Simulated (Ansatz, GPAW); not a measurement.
# A 2-layer slab of Pt(110) in an electric field, part 3 of 3

How does a 2-layer slab of Pt(110) screen a perpendicular field?

GPAW 26.7.0 and Ansatz 0.2.0; Ansatz plane waves; slab in vacuum with a dipole correction, relaxation (the session's first sound run).

So far. Step 5 (In a field): The dipole is now -0.0206 e Å, against -5.6e-6 in the run without a field. Step 8 (Field on): The dipole is now 0.0206 e Å, against -5.6e-6 in the run without a field.

### 9. In a field

Level of this step: GPAW, PAW setups; slab in vacuum (GPAW).

Input file run.py:

```python
import json
import numpy as np
from ase import Atoms
from gpaw import GPAW, PW
from gpaw.external import ConstantElectricField

slab = Atoms(
    ['Pt', 'Pt'],
    positions=[
        [1.96000, 1.38593, 7.00000],
        [0.00000, -0.00000, 7.76641]],
    cell=[[3.92, 0.0, 0.0], [0.0, 2.77186, 0.0], [0.0, 0.0, 15.38593]],
    pbc=[True, True, False])

slab.calc = GPAW(mode=PW(400), xc='PBE', kpts={'size': (8, 11, 1), 'gamma': True},
                 occupations={'name': 'fermi-dirac', 'width': 0.1}, nbands='140%',
                 convergence={'density': 1e-05}, maxiter=200,
                 poissonsolver={'dipolelayer': 'xy'},
                 external=ConstantElectricField(0.2, [0, 0, 1]),
                 symmetry={'tolerance': 1e-3}, txt='slab.txt')
result = {}
energy = slab.get_potential_energy()
fermi = slab.calc.get_fermi_level()
v = slab.calc.get_electrostatic_potential().mean((0, 1)) - fermi
n = slab.calc.get_pseudo_density().mean((0, 1))
L = slab.cell[2, 2]
z = np.arange(len(v)) * L / len(v)
low, high = slab.positions[:, 2].min(), slab.positions[:, 2].max()
below, above = np.interp([low - 4.8, high + 4.8], z, v)
slopes = [np.interp(x, z, np.gradient(v, z)) for x in (low - 4.8, high + 4.8)]
eps = np.array([[slab.calc.get_eigenvalues(k, s) for k in range(len(slab.calc.get_ibz_k_points()))]
                for s in range(slab.calc.get_number_of_spins())]) - fermi
top, bottom = eps[eps < 0].max(), eps[eps > 0].min()
dipole = slab.get_dipole_moment()[2]
print(f'energy {energy:.4f} eV, Fermi level {fermi:.4f} eV, dipole {dipole:.5f} e A')
print(f'potential 4.8 A off the faces, from the Fermi level: lower {below:.4f} eV, upper {above:.4f} eV')
print(f'slope of the potential there: lower {slopes[0]:.5f}, upper {slopes[1]:.5f} eV/A')
print(f'nearest levels on the mesh: {top:.4f} and {bottom:.4f} eV')
print('magnetic moment', round(slab.get_magnetic_moment(), 3))
result.update(energy=energy, fermi=fermi, dipole=dipole, below=below, above=above, slopes=slopes, edges=[top, bottom],
              z=z.tolist(), v=v.tolist(), n=n.tolist(), positions=slab.positions.tolist(),
              forces=slab.get_forces(apply_constraint=False).tolist(), moments=slab.get_magnetic_moments().tolist())
json.dump(result, open('result.json', 'w'))
```

Command:

```bash
OMP_NUM_THREADS=1 OPENBLAS_NUM_THREADS=1 python run.py
```

The program printed:

```text
energy -11.0268 eV, Fermi level -2.2812 eV, dipole 0.04121 e A
potential 4.8 A off the faces, from the Fermi level: lower 5.7744 eV, upper 5.0883 eV
slope of the potential there: lower -0.00024, upper 0.00009 eV/A
nearest levels on the mesh: -0.0184 and 0.0652 eV
magnetic moment 0.0
```

It took 39 s on 1 thread of Intel Xeon Platinum 8488C (Sapphire Rapids), shared host; peak memory 0.23 GiB.

Electrostatic potential energy of an electron (without an applied field's), less the Fermi level, planar mean against z:

z (Å), electrostatic potential energy of an electron (without an applied field's), less the Fermi level, planar mean (eV) and a bar from the least value:
```
      0.0        5.4 ##############################
      0.5        5.8 ##############################
      1.0        5.8 ##############################
      1.5        5.8 ##############################
      2.0        5.8 ##############################
      2.5        5.8 ##############################
      3.0        5.8 ##############################
      3.5        5.8 ##############################
      4.0        5.8 ##############################
      4.5        5.7 ##############################
      5.0        5.6 ##############################
      5.5        5.0 #############################
      6.0        2.7 ###########################
      6.5       -6.4 #################
      7.0      -19.5 ##
      7.5      -21.7 
      8.0      -14.5 ########
      8.5       -1.4 ######################
      9.0        3.6 ############################
      9.5        4.8 #############################
     10.0        5.0 #############################
     10.5        5.1 #############################
     11.0        5.1 #############################
     11.5        5.1 #############################
     12.0        5.1 #############################
     12.5        5.1 #############################
     13.0        5.1 #############################
     13.5        5.1 #############################
     14.0        5.1 #############################
     14.5        5.1 #############################
     15.0        5.1 #############################
```

The dipole is now 0.0412 e Å, against -5.6e-6 in the run without a field.

### 10. In a field

run.py, as its differences from that of step 9:

```diff
@@ -18,3 +18,3 @@
                  poissonsolver={'dipolelayer': 'xy'},
-                 external=ConstantElectricField(0.2, [0, 0, 1]),
+                 external=ConstantElectricField(0.3, [0, 0, 1]),
                  symmetry={'tolerance': 1e-3}, txt='slab.txt')
```

The program printed:

```text
energy -11.0320 eV, Fermi level -2.3076 eV, dipole 0.06182 e A
potential 4.8 A off the faces, from the Fermi level: lower 5.9802 eV, upper 4.9508 eV
slope of the potential there: lower -0.00028, upper 0.00007 eV/A
nearest levels on the mesh: -0.0184 and 0.0652 eV
magnetic moment 0.0
```

It took 39 s on 1 thread; peak memory 0.22 GiB.

Table of electrostatic potential energy of an electron (without an applied field's), less the Fermi level, planar mean by z:

```
z (Å)  electrostatic potential energy of an electron (without an applied field's), less the Fermi level, planar mean (eV)
  0.0                                                                                                                5.47
  0.5                                                                                                                5.98
  1.0                                                                                                                5.98
  1.5                                                                                                                5.98
  2.0                                                                                                                5.98
  2.5                                                                                                                5.98
  3.0                                                                                                                5.98
  3.5                                                                                                                5.98
  4.0                                                                                                                5.97
  4.5                                                                                                                5.94
  5.0                                                                                                                5.80
  5.5                                                                                                                5.24
  6.0                                                                                                                2.82
  6.5                                                                                                               -6.31
  7.0                                                                                                               -19.4
  7.5                                                                                                               -21.7
  8.0                                                                                                               -14.6
  8.5                                                                                                               -1.49
  9.0                                                                                                                3.52
  9.5                                                                                                                4.64
 10.0                                                                                                                4.88
 10.5                                                                                                                4.94
 11.0                                                                                                                4.95
 11.5                                                                                                                4.95
 12.0                                                                                                                4.95
 12.5                                                                                                                4.95
 13.0                                                                                                                4.95
 13.5                                                                                                                4.95
 14.0                                                                                                                4.95
 14.5                                                                                                                4.95
 15.0                                                                                                                4.98
```

The dipole is now 0.0618 e Å, against -5.6e-6 in the run without a field.

### 11. The series

The members are put on one axis.

This step: induced dipole against applied field (GPAW 26.7.0).

The dipole along the normal by field:

```
field (V/Å)  dipole along the normal (e·Å)
     -0.200                        -0.0412
     -0.100                        -0.0206
     -0.050                        -0.0103
      0.000                        -5.6e-6
      0.050                         0.0103
      0.100                         0.0206
      0.200                         0.0412
      0.300                         0.0618
```

### 12. Outcome

| Property | Result |
| --- | --- |
| work function, both faces | 5.37 eV |
| dipole along the normal | -5.6e-6 e Å, near the numerical noise |
| induced dipole per field | 0.206 e Å per V/Å |
| out-of-plane polarisability per area, α/(ε0 A) | 3.43 Å |

In words: The field induces 0.206 e Å per V/Å, a polarisable thickness α/(ε0 A) of 3.43 Å beside 0.766 Å between the outermost nuclei. A perfect conductor would give the distance between its two image planes; a dielectric of thickness t gives t(1 - 1/ε). The induced dipole is linear in the field over this range. The runs had no spin polarisation, so a magnetic state, which thin layers of d-metal atoms can have, wasn't tested. The slab is only 0.77 Å thick between its outer nuclei, so the values belong to this film more than to the surface of the bulk metal. The in-plane lattice was kept as typed, which isn't the functional's own and leaves some strain; spin-orbit coupling and temperature are left out.

[Logs are printed without paths, hosts, clocks, repeated set-up lines and the standing remarks that a program may print on its own settings, such as how far it seeks lower states.]

[Hosts, paths, dates, database ids (printed as entryN), source tags and the programs' standing remarks are cut or masked in the printed files.]
